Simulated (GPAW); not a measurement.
## How BN absorbs and reflects light

Aim: the dielectric function of BN, and the optical constants that follow from it. The cell comes from an older database entry, whose edges can differ from later determinations, mostly by under a per cent.

Calculated with GPAW 26.7.0; DFT, LDA, plane-wave PAW (GPAW data sets), scalar-relativistic, RPA, optical limit.

The database entry behind the starting cell differs from later determinations by our own check (about 0.3 % short, minor phase), so it need not match the best structure at ambient conditions.

**1. The starting structure**

It takes space group P6_3/mmc (No. 194, hexagonal). Conventional cell: a = 2.498 Å, b = 2.498 Å, c = 6.636 Å, α = 90.00°, β = 90.00°, γ = 120.00°. Nearest to N lie 3 B at 1.44 Å. B has 3 N at 1.44 Å nearest. Farther neighbours and most contacts between anions are not listed.

Structure file:

```cif
data_structure
_symmetry_space_group_name_H-M 'P 1'
_symmetry_Int_Tables_number 1
_cell_length_a 2.4982
_cell_length_b 2.4982
_cell_length_c 6.6357
_cell_angle_alpha 90.000
_cell_angle_beta 90.000
_cell_angle_gamma 120.000
_cell_volume 35.87
loop_
_atom_site_label
_atom_site_type_symbol
_atom_site_fract_x
_atom_site_fract_y
_atom_site_fract_z
_atom_site_occupancy
N1 N 0.66667 0.33333 0.25000 1
N2 N 0.33333 0.66667 0.75000 1
B3 B 0.66667 0.33333 0.75000 1
B4 B 0.33333 0.66667 0.25000 1
```

**2. Ground state**

The self-consistent density comes first; it also tells whether there is a gap, which decides the occupations and the need for a Drude term.

This step: DFT, LDA, plane-wave PAW (GPAW data sets), scalar-relativistic, ground state (GPAW 26.7.0).

File gs.py:

```python
from ase import Atoms
from ase.dft.bandgap import bandgap
from gpaw import GPAW, PW, FermiDirac

atoms = Atoms(['N', 'N', 'B', 'B'],
              cell=[[2.498240000000, 0.000000000000, 0.000000000000],
                    [-1.249120000000, 2.163539304800, 0.000000000000],
                    [0.000000000000, 0.000000000000, 6.635700000000]],
              scaled_positions=[[0.666666666700, 0.333333333300, 0.250000000000],
                                [0.333333333300, 0.666666666700, 0.750000000000],
                                [0.666666666700, 0.333333333300, 0.750000000000],
                                [0.333333333300, 0.666666666700, 0.250000000000]],
              pbc=[True, True, True])
atoms.calc = GPAW(mode=PW(500), xc='LDA', kpts={'size': (12, 12, 4), 'gamma': True},
                  occupations=FermiDirac(0.05), maxiter=150, txt='gs.txt')
print('energy (eV)', atoms.get_potential_energy())
print('Fermi level (eV)', atoms.calc.get_fermi_level())
print('valence electrons', atoms.calc.get_number_of_electrons())
print('gap (eV)', bandgap(atoms.calc, output=None)[0])
print('direct gap (eV)', bandgap(atoms.calc, direct=True, output=None)[0])
atoms.calc.write('gs.gpw')
```

The run is started by

```bash
OMP_NUM_THREADS=1 python gs.py
```

Numbers of over 12 decimals in the logs are rounded to 6 here.

Output:

```text
__  _  _
 | _ |_)|_||  |
 |__||  | ||/\| - 26.7.0

Versions:
  Python: 3.12.14
  ASE:    3.29.0
  Numpy:  2.5.5
  Scipy:  1.18.1
  Libxc:  7.0.0

Input parameters:
  mode=PW(ecut=500.0),
  kpts=MonkhorstPack(size=(12, 12, 4), gamma=True),
  maxiter=150,
  occupations=Occupations(name='fermi-dirac', width=0.05, fixmagmom=False),
  xc=XC(name='LDA')

Diagonalizing LCAO Hamiltonian
Converting LCAO to pw mode

        N B

        B N

Atoms  # Å, Bohr magnetons
|   | symbol |         x |        y |        z |    initial magnetic moments |
| 0 |      N |  1.249120 | 0.721180 | 1.658925 | ( 0.0000,  0.0000,  0.0000) |
| 1 |      N | -0.000000 | 1.442360 | 4.976775 | ( 0.0000,  0.0000,  0.0000) |
| 2 |      B |  1.249120 | 0.721180 | 4.976775 | ( 0.0000,  0.0000,  0.0000) |
| 3 |      B | -0.000000 | 1.442360 | 1.658925 | ( 0.0000,  0.0000,  0.0000) |

Unit cell  # Å
| periodic |         x |        y |        z |  lengths |     angles |
|      yes |  2.498240 | 0.000000 | 0.000000 | 2.498240 |  90.000000 |
|      yes | -1.249120 | 2.163539 | 0.000000 | 2.498240 |  90.000000 |
|      yes |  0.000000 | 0.000000 | 6.635700 | 6.635700 | 120.000000 |

Number of symmetries: 12
Symmetry operations  # r_c * U_cc + t_c -> r_c
|    | kind |            matrix            |
|  0 |  σ   |  1, 1, 0,  0,-1, 0,  0, 0, 1 |
|  1 |  S6  |  1, 1, 0, -1, 0, 0,  0, 0,-1 |
|  2 |  E   |  1, 0, 0,  0, 1, 0,  0, 0, 1 |
|  3 |  C2  |  1, 0, 0, -1,-1, 0,  0, 0,-1 |
|  4 |  C2  |  0, 1, 0,  1, 0, 0,  0, 0,-1 |
|  5 |  C3  |  0, 1, 0, -1,-1, 0,  0, 0, 1 |
|  6 |  S6  |  0,-1, 0,  1, 1, 0,  0, 0,-1 |
|  7 |  σ   |  0,-1, 0, -1, 0, 0,  0, 0, 1 |
|  8 |  σ   | -1, 0, 0,  1, 1, 0,  0, 0, 1 |
|  9 |  i   | -1, 0, 0,  0,-1, 0,  0, 0,-1 |
| 10 |  C3  | -1,-1, 0,  1, 0, 0,  0, 0, 1 |
| 11 |  C2  | -1,-1, 0,  0, 1, 0,  0, 0,-1 |

BZ-sampling:
  Number of BZ points: 576
  Number of IBZ points: 69

  Monkhorst-Pack size: [12, 12, 4]
  Monkhorst-Pack shift: [0.041667, 0.041667, 0.125]

K-points  # in reciprocal-cell coordinates
|     |                                coordinates |     weight |
|   0 | ( -0.00000000,  -0.00000000,   0.00000000) | 0.00173611 |
|   1 | ( -0.00000000,  -0.00000000,   0.25000000) | 0.00347222 |
|   2 | ( -0.00000000,  -0.00000000,   0.50000000) | 0.00173611 |
|   3 | (  0.08333333,  -0.00000000,  -0.25000000) | 0.01041667 |
|   4 | (  0.08333333,  -0.00000000,   0.00000000) | 0.01041667 |
|   5 | (  0.08333333,  -0.00000000,   0.25000000) | 0.01041667 |
|   6 | (  0.08333333,  -0.00000000,   0.50000000) | 0.01041667 |
|   7 | (  0.16666667,  -0.08333333,   0.00000000) | 0.01041667 |
|   8 | (  0.16666667,  -0.08333333,   0.25000000) | 0.02083333 |
|   9 | (  0.16666667,  -0.08333333,   0.50000000) | 0.01041667 |
| ... |                                            |            |
|  68 | (  0.50000000,   0.50000000,   0.50000000) | 0.00520833 |

Plane wave coefficients: 938
Cutoff: 500.0 eV

Spin-components: 1 (collinear spins)
Bands:           14
Projectors:      20
Spin-degeneracy: 2
Datatype:        complex128

Parallelization:
  kpt:    1
  domain: 1
  band:   1

Density:
  Valence electrons: 16.0
  Components: 1
  Grid points: [14 14 35]
  Charge: 0.0  # |e|

Potential:
  Grid points: [14 14 35]

species:
  N:
    name:    Nitrogen
    id:
    Z:       7.0
    valence: 5
    core:    2
    charge:  0.0  # [|e|]
    compensation charges:
      type: gauss
      rc: 0.18  # [Å]
      lmax: 2
    cutoffs:
      filter: 1.11  # [Å]
      core: 0.96  # [Å]
    projectors
    | kind |    occ | energy [eV] | rcut [Å] |
    |   2s |  2.000 |     -18.420 |    0.603 |
    |   2p |  3.000 |      -7.237 |    0.529 |
    |    s |        |       8.791 |    0.603 |
    |    p |        |      19.974 |    0.529 |
    |    d |        |       0.000 |    0.577 |

    Using partial waves for N as LCAO basis

  B:
    name:    Boron
    id:
    Z:       5.0
    valence: 3
    core:    2
    charge:  0.0  # [|e|]
    compensation charges:
      type: gauss
      rc: 0.20  # [Å]
      lmax: 2
    cutoffs:
      filter: 1.14  # [Å]
      core: 1.42  # [Å]
    projectors
    | kind |    occ | energy [eV] | rcut [Å] |
    |   2s |  2.000 |      -9.383 |    0.635 |
    |   2p |  1.000 |      -3.714 |    0.635 |
    |    s |        |      17.828 |    0.635 |
    |    p |        |      23.498 |    0.635 |
    |    d |        |       0.000 |    0.635 |

    Using partial waves for B as LCAO basis

Reference energy: -4266.977455  # eV

eigensolver:
  PPCG
  Converge bands: occupied
  niter=2

density mixing:
  MSR1-Mixer
  Pratt-step length: 0.05
  Maximum mixing coefficient: 0.75
  Old densities: 10
  SVD Regularization: 0.005
  Good broyden scale: 1.0
  Trust region scale: 1.0
  Backstep threshold: 4.0
  History deletion threshold: 6.0
  Fourier metric: weight=20.0, sigma=0.015

occupation numbers:
  Fermi-Dirac:
    width: 0.0500  # eV

poisson solver:
  ecut: 4000.0  # eV

xc functional:
  name: None

convergence criteria:
- Maximum [total energy] change in last 3 cyles: 0.0005 eV / valence electron
- Maximum integral of absolute [dens]ity change: 0.0001 electrons / valence electron
- Maximum integral of absolute [eigenst]ate change: 4e-08 eV^2 / valence electron
maximum number of iterations: 150

SCF iterations
|iter     |      energy | eigst |  dens |
|iter:   1||  -40.573152 | +0.46 |       |
|iter:   2||  -39.969249 | -1.25 | -0.65 |
|iter:   3||  -37.460877 | -0.57 | -0.70 |
|iter:   4||  -37.389888 | -2.02 | -1.34 |
|iter:   5||  -37.382351 | -3.00 | -1.74 |
|iter:   6||  -37.382159c| -4.28 | -2.37 |
|iter:   7||  -37.382152c| -5.66 | -3.34 |
|iter:   8||  -37.382152c| -7.13 | -4.04c|
|iter:   9||  -37.382152c| -7.59c| -4.77c|

Converged in 9 steps
SCF loop duration: 11.230 s (1.248 s/step)
Energy contributions relative to reference atoms: (reference = -4266.977455)

Energy contributions:
  Kinetic:          29.927381
  Coulomb:         -28.964125
  Zero:             -0.139857
  External:          0.000000
  Xc:              -38.205551
  Entropy:          -0.000000
  Spinorbit:         0.000000
  ----------------------------
  Free energy:     -37.382152
  Extrapolated:    -37.382152

dipole moment: (0.000001, 0.000002, 0.000007)  # |e|*Ang

Fermi level: 4.861
Eigenvalues  # (at kpt = [-0.000, -0.000, 0.000])
| band index |      eig [eV] | occ [0-2] |
|          0 |       -13.916 |     2.000 |
|          1 |       -13.605 |     2.000 |
|          2 |        -2.547 |     2.000 |
|          3 |        -0.320 |     2.000 |
|          4 |         2.492 |     2.000 |
|          5 |         2.492 |     2.000 |
|          6 |         2.574 |     2.000 |
|          7 |         2.574 |     2.000 |
|          8 |         8.723 |     0.000 |
|          9 |        13.964 |     0.000 |
|         10 |        15.312 |     0.000 |
|         11 |        15.312 |     0.000 |
|         12 |        16.163 |     0.000 |
|         13 |        16.839 |     0.000 |

Gap: 4.062 eV
Transition (v -> c):
  (s=0, k=35, n=7, [0.33, 0.33, 0.50]) -> (s=0, k=66, n=8, [0.50, 0.50, 0.00])
Direct/indirect transitions are different
Direct gap: 4.487 eV
Transition at: (s=0, k=35, n=7, [0.33, 0.33, 0.50])

--- standard output ---
energy (eV) -37.382152
Fermi level (eV) 4.860708
valence electrons 16.0
gap (eV) 4.062115
direct gap (eV) 4.487113
```

The job ended after 13 s (1 thread of Arm Neoverse V2, shared host; peak memory 0.15 GiB).

This step gave:

* energy: -37.38 eV
* Fermi energy: 4.861 eV
* gap on the k-mesh: 4.062 eV
* direct gap on the mesh: 4.487 eV
* electrons: 16

There is a gap, 4.06 eV on this mesh (points off the mesh can give less), so no carriers' term is needed.

**3. Bands for the response**

The response needs many more empty bands than the density does.

This step: DFT, LDA, plane-wave PAW (GPAW data sets), scalar-relativistic, bands at fixed density (GPAW 26.7.0).

File nscf.py:

```python
from ase.dft.bandgap import bandgap
from gpaw import GPAW, FermiDirac

calc = GPAW('gs.gpw').fixed_density(kpts={'size': (15, 15, 5), 'gamma': True}, nbands=33, convergence={'bands': 27},
                                    occupations=FermiDirac(0.001), txt='nscf.txt')
print('gap (eV)', bandgap(calc, output=None)[0])
print('direct gap (eV)', bandgap(calc, direct=True, output=None)[0])
print('top band over the Fermi level (eV)', min(calc.get_eigenvalues(kpt=k)[26] for k in range(len(calc.get_ibz_k_points()))) - calc.get_fermi_level())
calc.write('full.gpw', mode='all')
```

The run is started by

```bash
OMP_NUM_THREADS=1 python nscf.py
```

Output:

```text
Diagonalizing LCAO Hamiltonian
Converting LCAO to pw mode
convergence criteria:
- Maximum integral of absolute [eigenst]ate change: 4e-08 eV^2 / valence electron
maximum number of iterations: 150

SCF iterations
|iter     |      energy | eigst |  dens |
|iter:   1||             | +2.89 |       |
|iter:   2||             | +1.38 |       |
|iter:   3||             | -0.30 |       |
|iter:   4||             | -1.77 |       |
|iter:   5||             | -3.25 |       |
|iter:   6||             | -4.62 |       |
|iter:   7||             | -6.06 |       |
|iter:   8||             | -7.17 |       |
|iter:   9||             | -7.95c|       |
SCF steps: 9
  __  _  _
 | _ |_)|_||  |
 |__||  | ||/\| - 26.7.0

Versions:
  Python: 3.12.14
  ASE:    3.29.0
  Numpy:  2.5.5
  Scipy:  1.18.1
  Libxc:  7.0.0

Input parameters:
  mode=PW(ecut=500.0),
  convergence={'bands': 27},
  gpts=array([14, 14, 35]),
  kpts=MonkhorstPack(size=(15, 15, 5), gamma=True),
  maxiter=150,
  nbands=33,
  occupations=Occupations(name='fermi-dirac', width=0.001, fixmagmom=False),
  parallel={},
  xc=XC(name='LDA')

--- standard output ---
gap (eV) 4.081277
direct gap (eV) 4.503859
top band over the Fermi level (eV) 27.365888
```

The job ended after 49 s (1 thread; peak memory 0.22 GiB).

Numbers from this step:

- gap on the k-mesh: 4.081 eV
- direct gap on the mesh: 4.504 eV

**4. Dielectric function, RPA**

Local fields let the induced charge screen the field inside the cell, which as a rule lowers ε, most along directions where the density is uneven.

This step: DFT, LDA, plane-wave PAW (GPAW data sets), scalar-relativistic, RPA, optical limit (GPAW 26.7.0).

File df.py:

```python
from gpaw.response.df import DielectricFunction

df = DielectricFunction('full.gpw', frequencies={'type': 'nonlinear', 'domega0': 0.03, 'omega2': 8},
                        ecut=50,
                        eta=0.15,
                        nbands=27,
                        txt='df.txt')
for direction in ['x', 'z']:
    df.get_dielectric_function(xc='RPA', direction=direction, filename=f'df_{direction}.csv')
```

The run is started by

```bash
OMP_NUM_THREADS=1 python df.py
```

Output:

```text
Using integrator: PointIntegrator
NonLinearFrequencyDescriptor(from 0.000 to 51.418 eV, 469 points)
Nonperiodic BCs:  [False False False]
Using integrator: PointIntegrator
NonLinearFrequencyDescriptor(from 0.000 to 51.418 eV, 469 points)
Nonperiodic BCs:  [False False False]

Calculating chi0 body with:
    Ground state adapter containing:
    Number of spins: 1
    Number of kpoints: 1125
    Number of irreducible kpoints: 119
    Number of completely occupied states: 8
    Number of partially occupied states: 8

    Linear response parametrization:
    q_c: [0.0, 0.0, 0.0]
    Number of frequency points: 469
    Planewave cutoff: 50.0
    Number of bands: 27
    Number of planewaves: 37
    Broadening (eta): 0.15

Integrating chi0 body.

Symmetries of q_c:
    Direct symmetries (Uq -> q): 12
    Indirect symmetries (TUq -> q): 0
In total 12 allowed symmetries.

119 groups of equivalent kpoints. 89.422222% reduction.

Integral kind: spectral function

Calculating chi0 optical extensions with:
    Ground state adapter containing:
    Number of spins: 1
    Number of kpoints: 1125
    Number of irreducible kpoints: 119
    Number of completely occupied states: 8
    Number of partially occupied states: 8

    Linear response parametrization:
    Number of frequency points: 469
    Planewave cutoff: 50.0
    Number of bands: 27
    Number of planewaves: 37
    Broadening (eta): 0.15
Integrating chi0 head and wings.

Symmetries of q_c:
    Direct symmetries (Uq -> q): 12
    Indirect symmetries (TUq -> q): 0
In total 12 allowed symmetries.

119 groups of equivalent kpoints. 89.422222% reduction.

Integral kind: spectral function wings
```

The job ended after 7.8 s (1 thread; peak memory 0.23 GiB).

Numbers from this step:

```
electronic dielectric constant ε∞, mean over x, y and z (by symmetry where fewer were run) : 4.065
main peak of Im epsilon, first axis                                                        : 5.746 eV
centre of weight of the strongest loss peak in the window                                  : 7.955 eV
```

The Im ε has structure finer than the step of the table below, so its rows give means over 0.5 eV, whole bins alone (the curve runs from 0 to 14.0 eV). Peaks (eV: height): E ∥ x 5.77: 11.1; E ∥ z 4.70: 1.27, 10.03: 6.34.

Values under the direct gap are tails of Lorentzian lines. The Im ε by photon energy; means over each step:

```tsv
photon energy (eV)	E ∥ x	E ∥ z
0.5	0.0120	0.00293
1.0	0.0252	0.00610
1.5	0.0412	0.00979
2.0	0.0624	0.0145
2.5	0.0936	0.0211
3.0	0.146	0.0320
3.5	0.252	0.0544
4.0	0.582	0.132
4.5	2.89	0.784
5.0	6.52	1.13
5.5	9.59	0.971
6.0	7.78	0.791
6.5	4.63	0.565
7.0	2.83	0.507
7.5	2.13	0.418
8.0	1.29	0.443
8.5	1.24	0.592
9.0	0.885	1.46
9.5	0.698	3.49
10.0	0.750	5.29
10.5	0.700	3.15
11.0	0.826	2.54
11.5	0.849	2.20
12.0	0.857	1.51
12.5	1.32	1.23
13.0	3.81	1.06
13.5	6.12	1.22
```

Re ε against photon energy:

```tsv
photon energy (eV)	E ∥ x	E ∥ z
0.0	4.77	2.65
0.5	4.79	2.65
1.0	4.85	2.67
1.5	4.96	2.70
2.0	5.13	2.74
2.5	5.38	2.79
3.0	5.77	2.88
3.5	6.38	3.01
4.0	7.54	3.26
4.5	9.85	3.74
5.0	8.88	3.04
5.5	6.28	2.49
6.0	-1.36	2.52
6.5	-0.754	2.66
7.0	-0.125	2.68
7.5	-0.264	2.89
8.0	0.842	3.33
8.5	1.20	3.92
9.0	1.27	5.01
9.5	2.01	4.70
10.0	2.26	2.16
10.5	2.67	0.642
11.0	2.94	0.487
11.5	3.33	0.751
12.0	4.04	0.353
12.5	5.35	0.731
13.0	6.50	1.18
13.5	5.09	1.50
```

Values under the direct gap are tails of Lorentzian lines. Table of Im ε, E ∥ x by photon energy; read off at these points:

```tsv
photon energy (eV)	without local fields	with local fields
0.00	0	0
0.50	0.0132	0.0120
1.00	0.0277	0.0251
1.50	0.0453	0.0410
2.00	0.0687	0.0620
2.50	0.103	0.0928
3.00	0.162	0.144
3.50	0.279	0.246
4.00	0.623	0.535
4.50	3.54	2.90
5.00	7.94	6.69
5.50	11.1	9.98
5.71	11.7	11.1
5.77	11.5	11.1
6.00	7.18	7.31
6.50	4.96	5.00
7.00	2.81	2.84
7.50	2.18	2.23
8.00	1.26	1.25
8.50	1.23	1.20
9.00	0.855	0.845
9.50	0.709	0.685
10.00	0.788	0.771
10.50	0.701	0.652
11.00	0.901	0.848
11.50	1.01	0.903
12.00	0.958	0.843
12.50	1.48	1.21
13.00	4.79	3.87
13.50	6.57	5.84
```

The loss function −Im 1/ε at q → 0 has structure finer than the step of the table below, so its rows give means over 0.5 eV, whole bins alone (the curve runs from 0 to 14.0 eV). Peaks (eV: height): E ∥ x 7.73: 0.712; E ∥ z 5.47: 0.140, 12.10: 0.691, 12.59: 0.602.

Values under the direct gap are tails of Lorentzian lines. Loss function −Im 1/ε at q → 0 against energy loss; means over each step:

```tsv
energy loss (eV)	E ∥ x	E ∥ z
0.5	5.2e-4	4.2e-4
1.0	0.00107	8.5e-4
1.5	0.00167	0.00134
2.0	0.00236	0.00193
2.5	0.00321	0.00270
3.0	0.00435	0.00384
3.5	0.00607	0.00594
4.0	0.00970	0.0120
4.5	0.0281	0.0580
5.0	0.0562	0.113
5.5	0.0751	0.129
6.0	0.134	0.112
6.5	0.213	0.0789
7.0	0.351	0.0671
7.5	0.491	0.0478
8.0	0.559	0.0386
8.5	0.425	0.0373
9.0	0.340	0.0528
9.5	0.162	0.101
10.0	0.133	0.159
10.5	0.0932	0.302
11.0	0.0875	0.378
11.5	0.0708	0.412
12.0	0.0506	0.606
12.5	0.0421	0.556
13.0	0.0670	0.419
13.5	0.0965	0.324
```

The refractive index n and extinction k by photon energy:

```tsv
photon energy (eV)	n, E ∥ x	k, E ∥ x	n, E ∥ z	k, E ∥ z
0	2.18	0	1.63	0
1	2.20	0.00570	1.63	0.00186
2	2.27	0.0137	1.65	0.00435
3	2.40	0.0300	1.70	0.00930
4	2.75	0.0974	1.81	0.0331
5	3.16	1.06	1.77	0.295
6	1.74	2.10	1.61	0.256
7	1.17	1.22	1.64	0.141
8	1.08	0.575	1.83	0.126
9	1.18	0.357	2.26	0.284
10	1.52	0.253	2.10	1.51
11	1.73	0.245	1.25	1.03
12	2.02	0.209	0.954	0.746
13	2.65	0.729	1.18	0.456
```

Optical constants at common wavelengths, from n + ik = √ε:

```tsv
wavelength (nm)	n x	k x	R (%) x	1/α x	n z	k z	R (%) z	1/α z
1550	2.20	0.004	14.0	28 µm	1.63	0.001	5.8	84 µm
800	2.23	0.010	14.5	6.6 µm	1.64	0.003	5.9	21 µm
633	2.26	0.013	15.0	3.8 µm	1.65	0.004	6.1	12 µm
405	2.41	0.032	17.2	1.0 µm	1.70	0.010	6.7	3.3 µm
365	2.50	0.044	18.3	668 nm	1.73	0.014	7.1	2.1 µm
248	3.16	1.056	31.4	19 nm	1.77	0.295	8.7	67 nm
193	1.56	1.669	33.2	9.2 nm	1.61	0.154	5.8	100 nm
```

Below the direct gap, k and the depth come from the tails of the Lorentzian lines, not from transitions.

Rows near the edge hang on the gap, which this functional as a rule makes too small, and phonon-assisted absorption is left out.

At 1064 nm the birefringence n(z) − n(x) is -0.573: the crystal is uniaxial negative at this level.

**5. Outcome**

| Quantity | Value |
| --- | --- |
| electronic dielectric constant ε∞, mean over x, y and z (by symmetry where fewer were run) (RPA) | 4.06 |
| main peak of Im epsilon, first axis | 5.75 eV |
| centre of weight of the strongest loss peak in the window, first axis | 7.96 eV |

At this level (LDA, RPA) BN has a mean ε∞ = 4.06 and n = 2.20 at 1550 nm (E ∥ x), and Im ε peaks at 5.7 eV (E ∥ x). On the mesh the gap is 4.08 eV and the least direct gap 4.50 eV, so on this mesh the band edges lie at different points. Local fields change the static value along x from 5.00 to 4.77 (-5 %). The static values by axis are 4.77 (x), 2.65 (z). At 1064 nm the birefringence n(z) − n(x) is -0.573: the crystal is uniaxial negative at this level. Excitons and phonon-assisted transitions are missing; LDA gaps are as a rule too small, which pulls the onset down and ε∞ up. The sum runs over mesh points, so small or evenly spaced maxima can still be ripples of the mesh.

[Machine, clock and banner lines and Python warnings are left out of the logs.]

[Logs are printed without paths, hosts, clocks, repeated set-up lines and the standing remarks that a program may print on its own settings, such as how far it seeks lower states.]

[Hosts, paths, dates, database ids (printed as entryN), source tags and the programs' standing remarks are cut or masked in the printed files.]
